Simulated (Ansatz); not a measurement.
# linear Re chain, moments started antiparallel under tension and compression, part 2 of 3

Does stretching change the magnetism or the channel count of the linear Re chain, moments started antiparallel?

Ansatz 0.2.0; DFT PBE, plane waves, PAW; relaxation of a chain's period (the session's first sound run).

So far, absolute moment (μB): step 2 (relaxing the period) 4.79.

## (3) The chain at a fixed length, period over the relaxed period 0.88, k-mesh 1×1×20

This step: DFT PBE, plane waves, PAW; channels and complex bands of a perfect chain (Ansatz 0.2.0).

The period is set to 0.88 times the relaxed one: shorter bonds widen the bands.

The cell differs from the one that the last finished run ended in (c 4.650 → 4.092 Å).

input.yaml reads:

```yaml
crystal:
  lattice:
    - [7.5, 0.0, 0.0]
    - [0.0, 7.5, 0.0]
    - [0.0, 0.0, 4.0922385435]
  atoms:
    - { symbol: Re, position: [0.5, 0.5, 0.0], spin: 1.44 }
    - { symbol: Re, position: [0.5, 0.5, 0.5], spin: -1.44 }
magnetization:
  spin_polarized: true
kpoints:
  mp_grid: { grid: [1, 1, 20] }
scf:
  occupations: { method: fermi_dirac, width: 0.05 }
hamiltonian:
  xc: pbe
output:
  transmission:
    e_range: [-2, 2]
    de: 0.035
    kmesh: [1, 1]
    reduced_basis: true
    leads: [[0, 0]]
  stress: true
```

The run is started by

```sh
$ ansatz run input.yaml --threads 4 --pin off --max-ram 8192MiB --backend cpu --events-out ev --progress --plain --runs-dir out
```

Numbers of over 12 decimals in the logs are rounded to 6 here.

Log:

```text
[...]
Crystal: 2 atoms, lattice volume = 230.188 Å³
Basis set: ecut = 420 eV, 4493 PW (Γ)
Bands: 21, of which v1, the nominal top of the filled ones, is band 15 counted from 1 (14 counted from 0)
Symmetry: 16 space group operations
[...]
k-points: 11 of 20
[...]
Starting moments: Σ|m| = 2.88 μB on 2 of 2 sites
[...]
SCF iter   1: F=—  HF=-21721.703557 eV  |F-HF|=—  |Δ(HF+E_count)|=         —  Δρ=1.66e-2 (↑1.66e-2 ↓1.66e-2)  dr2=2.29e0  dr2_m=2.37e-1  M=0.000 μB ∫|m|=1.213 μB  β_m=0.30  ethr=3.10e-3  ⟨swp⟩=6.2  Hψ=1184  notcnv=0
[...]
SCF iter  12: F=-21724.163884 eV  HF=-21724.163884 eV  |F-HF|=0.00e0  |Δ(HF+E_count)|=  8.37e-11  Δρ=3.76e-8 (↑3.76e-8 ↓3.75e-8)  dr2=1.66e-12  dr2_m=2.55e-12  M=0.000 μB ∫|m|=0.000 μB  ethr=1.00e-12  ⟨swp⟩=4.4  Hψ=672  notcnv=0
SCF 1 converged in 12 iterations: F = -21724.163884 eV  dr2 = 1.66e-12
[...]
the search or the solves at the SCF's close seem to have found levels that the self-consistency loop had missed (the run counts 2). By its estimate they hold under 1e-12 electrons; where the run keeps them, the occupations were computed again with them
WARN: the starting moments were not kept: the SCF closed with an absolute magnetisation of 1.2e-5 μB, where they sum to 2.88 μB in size (2 sites). That is at most 0.1 of that sum. Measured as dr2_m measures the in/out step, that magnetisation stands 2.4e-11 eV from none, at or under the dr2_threshold of 1.0e-7 eV: it is no larger than a step whose dr2_m would equal this threshold. The system may hold no moment; this  [...]
transmission: 12 of 72 steps passed
transmission: 18 of 72 steps passed
[...]
transmission: 72 of 72 steps passed
SCF converged after 12 iterations
Magnetization: 0.0000 μB (15.0000 up, 15.0000 down)
Absolute magnetization: 0.0000 μB (∫|ρ↑−ρ↓|, with the PAW one-centre terms)
[...]
Per-site moments (μB) at R_I (Å): [(-3.099843091959182e-6, 0.844024), (3.099843091959182e-6, 0.844024)]
Free energy (F): -21724.163884 eV
[...]
Internal energy: -21724.139085 eV  (E = F + TS)
E sigma→0 (E₀):  -21724.151484 eV
Entropy (-TS):   -0.024799 eV (-12.399 meV/atom)
Fermi energy:    -0.998236 eV
[...]
--- Stress (GPa, compression-positive) ---
       -0.181212       0.000000       0.000000
        0.000000      -0.181212       0.000000
        0.000000       0.000000      22.858047
  P = ⅓ Tr σ = 7.4985 GPa (74.985 kbar)
--- Band table (eV; the first three rows and the last of 22) ---
  k-point 0 ↑: bands = [... 11 lower, -4.2156, -2.9192, -2.9064, 0.5251, 0.5262, 1.0282, 1.0282, 1.8440, ... 2 higher]
  k-point 1 ↑: bands = [... 11 lower, -4.1942, -2.9033, -2.8905, 0.4949, 0.4961, 1.0133, 1.0133, 1.7413, ... 2 higher]
  k-point 2 ↑: bands = [... 11 lower, -4.1301, -2.8558, -2.8432, 0.4062, 0.4077, 0.9607, 0.9607, 1.4611, ... 2 higher]
  k-point 10 ↓: bands = [... 11 lower, -2.8945, -2.2266, -2.2266, -1.4668, -1.4668, -1.4589, -1.4589, 0.3371, ... 2 higher]
--- Transmission ---
  basis      : 497 plane waves across, 6 finite elements along
  points     : 1, standing for a mesh of 1 x 1
  filling    : by the input's occupations and mesh, since the crystals that have channels conduct as metals do. If one of these is a semiconductor, that mesh has misplaced its level
  energies   : 115 from -2.000000 to 1.990000 eV about the Fermi level, 0.035000 eV apart; the leads are filled to 0.000000 eV, and channels, transmission and decay are at -0.005000 eV
  crystal 0  : Re2, at the sites [0, 0], period 4.0922 Å: whole cells are its period
    offset         : up to 0.0000 Å between an atom of the period and one for which it stands
    filled         : 54.6 meV over the level at which it is neutral
    channels       : 6.000000e0 up, 6.000000e0 down
    conductance    : 8.2646e14 S/m² at 300 K; may be off by some 0.0 % by where its bands' edges are placed, 0.0 % from the distance to neutral
```

Run time: 28 s. Hardware: 4 threads of Arm Neoverse V2, shared host; peak memory 0.59 GiB; 97 s of CPU time.

Numbers from this step:

* energy at zero smearing: -21724.1515 eV
* channels at the energy nearest the Fermi level, spin up: 6
* channels at the energy nearest the Fermi level, spin down: 6
* conductance of the lead as this run defines it: 6.000 G₀
* band gap: 0 eV

Open channels of the lead against energy, zero at the Fermi level:

```
energy (eV)  spin up  spin down
     -2.000        4          4
     -1.790        6          6
     -1.615        6          6
     -1.405        6          6
     -1.195        6          6
     -0.985        6          6
     -0.810        6          6
     -0.600        6          6
     -0.390        6          6
     -0.215        6          6
     -0.005        6          6
      0.205        6          6
      0.415        6          6
      0.590        6          6
      0.800        6          6
      1.010        6          6
      1.185        6          6
      1.395        6          6
      1.605        4          4
      1.815        4          4
```

At the computed energy nearest the Fermi level there are 6 spin-up and 6 spin-down channels, and the thermal average gives 6.00 G₀.

## (4) At a set period, period over the relaxed period 0.92, k-mesh 1×1×19

The period is set to 0.92 times the relaxed one: shorter bonds widen the bands.

The cell differs from the one that the last finished run ended in (c 4.092 → 4.278 Å).

input.yaml, as its differences from that of step 3:

```diff
@@ -4,3 +4,3 @@
     - [0.0, 7.5, 0.0]
-    - [0.0, 0.0, 4.0922385435]
+    - [0.0, 0.0, 4.2782493864]
   atoms:
@@ -11,3 +11,3 @@
 kpoints:
-  mp_grid: { grid: [1, 1, 20] }
+  mp_grid: { grid: [1, 1, 19] }
 scf:
```

Log:

```text
[...]
Crystal: 2 atoms, lattice volume = 240.652 Å³
Basis set: ecut = 420 eV, 4679 PW (Γ)
Bands: 21, of which v1, the nominal top of the filled ones, is band 15 counted from 1 (14 counted from 0)
Symmetry: 16 space group operations
[...]
k-points: 10 of 19
[...]
Starting moments: Σ|m| = 2.88 μB on 2 of 2 sites
[...]
--- Transmission ---
  basis      : 497 plane waves across, 6 finite elements along
  points     : 1, standing for a mesh of 1 x 1
[...]
crystal 0  : Re2, at the sites [0, 0], period 4.2782 Å: whole cells are its period
[...]
filled         : 50.3 meV under the level at which it is neutral
    channels       : 4.000000e0 up, 4.000000e0 down
[...]
[key lines of the parts left out:]
SCF converged after 11 iterations
Magnetization: 0.0000 μB (15.0000 up, 15.0000 down)
Free energy (F): -21725.239373 eV
Fermi energy:    -1.067991 eV
P = ⅓ Tr σ = 4.2428 GPa (42.428 kbar)
```

Elapsed: 33 s, on 4 threads; peak memory 0.68 GiB; 2 min of CPU time.

At the computed energy nearest the Fermi level there are 4 spin-up and 4 spin-down channels, and the thermal average gives 4.45 G₀.

Between step 3 and this run (period over the relaxed period 0.92 and k-mesh 1×1×19) the value for the conductance of the lead as this run defines it moves from 6.00 G₀ to 4.45 G₀ (-26 %).

## (5) At a set period, period over the relaxed period 0.96, k-mesh 1×1×18

The period is set to 0.96 times the relaxed one: shorter bonds widen the bands.

The cell differs from the one that the last finished run ended in (c 4.278 → 4.464 Å).

input.yaml, as its differences from that of step 4:

```diff
@@ -4,3 +4,3 @@
     - [0.0, 7.5, 0.0]
-    - [0.0, 0.0, 4.2782493864]
+    - [0.0, 0.0, 4.4642602293]
   atoms:
@@ -11,3 +11,3 @@
 kpoints:
-  mp_grid: { grid: [1, 1, 19] }
+  mp_grid: { grid: [1, 1, 18] }
 scf:
```

Log:

```text
[...]
Crystal: 2 atoms, lattice volume = 251.115 Å³
Basis set: ecut = 420 eV, 4959 PW (Γ)
Bands: 21, of which v1, the nominal top of the filled ones, is band 15 counted from 1 (14 counted from 0)
Symmetry: 16 space group operations
[...]
k-points: 10 of 18
[...]
Starting moments: Σ|m| = 2.88 μB on 2 of 2 sites
[...]
--- Transmission ---
  basis      : 497 plane waves across, 6 finite elements along
  points     : 1, standing for a mesh of 1 x 1
[...]
crystal 0  : Re2, at the sites [0, 0], period 4.4643 Å: whole cells are its period
[...]
filled         : 2.0 meV under the level at which it is neutral
    channels       : 4.000000e0 up, 4.000000e0 down
[...]
[key lines of the parts left out:]
SCF converged after 10 iterations
Magnetization: 0.0000 μB (15.0000 up, 15.0000 down)
Free energy (F): -21725.776889 eV
Fermi energy:    -1.036973 eV
P = ⅓ Tr σ = 1.6239 GPa (16.239 kbar)
```

The job ended after 32 s (4 threads; peak memory 0.65 GiB; 2 min of CPU time).

At the computed energy nearest the Fermi level there are 4 spin-up and 4 spin-down channels, and the thermal average gives 3.91 G₀.

Between step 3 and this run (period over the relaxed period 0.96 and k-mesh 1×1×18) the value for the conductance of the lead as this run defines it moves from 6.00 G₀ to 3.91 G₀ (-35 %).

## (6) The chain at a fixed length, period over the relaxed period 1, k-mesh 1×1×18

The period is set to 1.0 times the relaxed one, as the point of reference.

input.yaml, as its differences from that of step 5:

```diff
@@ -4,3 +4,3 @@
     - [0.0, 7.5, 0.0]
-    - [0.0, 0.0, 4.4642602293]
+    - [0.0, 0.0, 4.6502710722]
   atoms:
```

Log:

```text
[...]
Crystal: 2 atoms, lattice volume = 261.578 Å³
Basis set: ecut = 420 eV, 5127 PW (Γ)
Bands: 21, of which v1, the nominal top of the filled ones, is band 15 counted from 1 (14 counted from 0)
Symmetry: 16 space group operations
[...]
k-points: 10 of 18
[...]
Starting moments: Σ|m| = 2.88 μB on 2 of 2 sites
[...]
--- Transmission ---
  basis      : 497 plane waves across, 6 finite elements along
  points     : 1, standing for a mesh of 1 x 1
[...]
crystal 0  : Re2, at the sites [0, 0], period 4.6503 Å: whole cells are its period
[...]
filled         : 5.6 meV over the level at which it is neutral
    channels       : 4.000000e0 up, 4.000000e0 down
[...]
[key lines of the parts left out:]
SCF converged after 9 iterations
Magnetization: 0.0000 μB (15.0000 up, 15.0000 down)
Free energy (F): -21725.926768 eV
Fermi energy:    -1.114281 eV
P = ⅓ Tr σ = -0.1341 GPa (-1.341 kbar)
```

It took 30 s on 4 threads; peak memory 0.57 GiB.

Open channels of the lead against energy, zero at the Fermi level:

```csv
energy (eV),spin up,spin down
-2.000,4,4
-1.790,3,3
-1.615,3,3
-1.405,1,1
-1.195,0,0
-0.985,3,3
-0.810,3,3
-0.600,3,3
-0.390,3,3
-0.215,3,3
-0.005,4,4
0.205,4,4
0.415,6,6
0.590,6,6
0.800,6,6
1.010,4,4
1.185,4,4
1.395,4,4
1.605,3,3
1.815,3,3
```

At the computed energy nearest the Fermi level there are 4 spin-up and 4 spin-down channels, and the thermal average gives 3.83 G₀.

## (7) At a set period, period over the relaxed period 1.04, k-mesh 1×1×17

The period is set to 1.04 times the relaxed one: longer bonds narrow the bands.

The cell differs from the one that the last finished run ended in (c 4.650 → 4.836 Å).

input.yaml, as its differences from that of step 6:

```diff
@@ -4,3 +4,3 @@
     - [0.0, 7.5, 0.0]
-    - [0.0, 0.0, 4.6502710722]
+    - [0.0, 0.0, 4.8362819151]
   atoms:
@@ -11,3 +11,3 @@
 kpoints:
-  mp_grid: { grid: [1, 1, 18] }
+  mp_grid: { grid: [1, 1, 17] }
 scf:
```

Log:

```text
[...]
Crystal: 2 atoms, lattice volume = 272.041 Å³
Basis set: ecut = 420 eV, 5281 PW (Γ)
Bands: 21, of which v1, the nominal top of the filled ones, is band 15 counted from 1 (14 counted from 0)
Symmetry: 16 space group operations
[...]
k-points: 9 of 17
[...]
Starting moments: Σ|m| = 2.88 μB on 2 of 2 sites
[...]
--- Transmission ---
  basis      : 497 plane waves across, 6 finite elements along
  points     : 1, standing for a mesh of 1 x 1
[...]
crystal 0  : Re2, at the sites [0, 0], period 4.8363 Å: whole cells are its period
[...]
filled         : 45.8 meV under the level at which it is neutral
    channels       : 3.000000e0 up, 3.000000e0 down
[...]
[key lines of the parts left out:]
SCF converged after 9 iterations
Magnetization: 0.0000 μB (15.0000 up, 15.0000 down)
Free energy (F): -21725.822284 eV
Fermi energy:    -1.152543 eV
P = ⅓ Tr σ = -1.1584 GPa (-11.584 kbar)
```

Wall time 29 s (4 threads); peak memory 0.54 GiB; 1.7 min of CPU time.

At the computed energy nearest the Fermi level there are 3 spin-up and 3 spin-down channels, and the thermal average gives 3.00 G₀. The change of length costs 0.100 eV a cell and leaves an absolute moment of 5.47 μB a cell.

Between step 3 and this run (period over the relaxed period 1.04 and k-mesh 1×1×17) the value for the conductance of the lead as this run defines it moves from 6.00 G₀ to 3.00 G₀ (-50 %).

## (8) At a set period, period over the relaxed period 1.08, k-mesh 1×1×16

The period is set to 1.08 times the relaxed one: longer bonds narrow the bands.

The cell differs from the one that the last finished run ended in (c 4.836 → 5.022 Å).

input.yaml, as its differences from that of step 7:

```diff
@@ -4,3 +4,3 @@
     - [0.0, 7.5, 0.0]
-    - [0.0, 0.0, 4.8362819151]
+    - [0.0, 0.0, 5.022292758]
   atoms:
@@ -11,3 +11,3 @@
 kpoints:
-  mp_grid: { grid: [1, 1, 17] }
+  mp_grid: { grid: [1, 1, 16] }
 scf:
```

Log:

```text
[...]
Crystal: 2 atoms, lattice volume = 282.504 Å³
Basis set: ecut = 420 eV, 5545 PW (Γ)
Bands: 21, of which v1, the nominal top of the filled ones, is band 15 counted from 1 (14 counted from 0)
Symmetry: 16 space group operations
[...]
k-points: 9 of 16
[...]
Starting moments: Σ|m| = 2.88 μB on 2 of 2 sites
[...]
--- Transmission ---
  basis      : 497 plane waves across, 7 finite elements along
  points     : 1, standing for a mesh of 1 x 1
[...]
crystal 0  : Re2, at the sites [0, 0], period 5.0223 Å: whole cells are its period
[...]
filled         : 49.6 meV over the level at which it is neutral
    channels       : 3.000000e0 up, 3.000000e0 down
[...]
[key lines of the parts left out:]
SCF converged after 8 iterations
Magnetization: 0.0000 μB (15.0000 up, 15.0000 down)
Free energy (F): -21725.541403 eV
Fermi energy:    -1.121956 eV
P = ⅓ Tr σ = -1.8476 GPa (-18.476 kbar)
```

The job ended after 31 s (4 threads; peak memory 0.58 GiB).

At the computed energy nearest the Fermi level there are 3 spin-up and 3 spin-down channels, and the thermal average gives 3.00 G₀. The change of length costs 0.382 eV a cell and leaves an absolute moment of 6.00 μB a cell.

## (9) At a set period, period over the relaxed period 1.13, k-mesh 1×1×16

The period is set to 1.13 times the relaxed one: longer bonds narrow the bands.

The cell differs from the one that the last finished run ended in (c 5.022 → 5.255 Å).

input.yaml, as its differences from that of step 8:

```diff
@@ -4,3 +4,3 @@
     - [0.0, 7.5, 0.0]
-    - [0.0, 0.0, 5.022292758]
+    - [0.0, 0.0, 5.2548063116]
   atoms:
```

Log:

```text
[...]
Crystal: 2 atoms, lattice volume = 295.583 Å³
Basis set: ecut = 420 eV, 5801 PW (Γ)
Bands: 21, of which v1, the nominal top of the filled ones, is band 15 counted from 1 (14 counted from 0)
Symmetry: 16 space group operations
[...]
k-points: 9 of 16
[...]
Starting moments: Σ|m| = 2.88 μB on 2 of 2 sites
[...]
--- Transmission ---
  basis      : 497 plane waves across, 7 finite elements along
  points     : 1, standing for a mesh of 1 x 1
[...]
crystal 0  : Re2, at the sites [0, 0], period 5.2548 Å: whole cells are its period
[...]
filled         : 11.5 meV over the level at which it is neutral
    channels       : 3.000000e0 up, 3.000000e0 down
[...]
[key lines of the parts left out:]
SCF converged after 9 iterations
Magnetization: 0.0000 μB (15.0000 up, 15.0000 down)
Free energy (F): -21725.041797 eV
Fermi energy:    -1.226422 eV
P = ⅓ Tr σ = -2.3461 GPa (-23.461 kbar)
```

Run time: 31 s. Hardware: 4 threads; peak memory 0.56 GiB; 1.9 min of CPU time.

Table of open channels of the lead by energy, zero at the Fermi level:

```
energy (eV)  spin up  spin down
      -2.00        3          3
      -1.90        4          4
      -1.79        3          3
      -1.69        0          0
      -1.58        1          1
      -1.48        1          1
      -1.37        1          1
      -1.23        1          1
      -1.12        1          1
      -1.02        1          1
      -0.92        1          1
      -0.81        1          1
      -0.70        1          1
      -0.60        1          1
      -0.49        3          3
      -0.39        3          3
      -0.28        3          3
      -0.18        3          3
      -0.07        3          3
      -0.01        3          3
       0.07        3          3
       0.17        3          3
       0.28        3          3
       0.38        4          4
       0.48        4          4
       0.59        4          4
       0.69        4          4
       0.80        6          6
       0.91        3          3
       1.01        3          3
       1.11        3          3
       1.22        3          3
       1.36        3          3
       1.47        3          3
       1.57        3          3
       1.68        3          3
       1.78        3          3
       1.89        1          1
       1.99        1          1
```

At the computed energy nearest the Fermi level there are 3 spin-up and 3 spin-down channels, and the thermal average gives 3.00 G₀. The change of length costs 0.880 eV a cell and leaves an absolute moment of 6.60 μB a cell.

(Part 2 of 3 ends here.)

[Logs are printed without paths, hosts, clocks, repeated set-up lines and the standing remarks that a program may print on its own settings, such as how far it seeks lower states.]

[Hosts, paths, dates, database ids (printed as entryN), source tags and the programs' standing remarks are cut or masked in the printed files.]
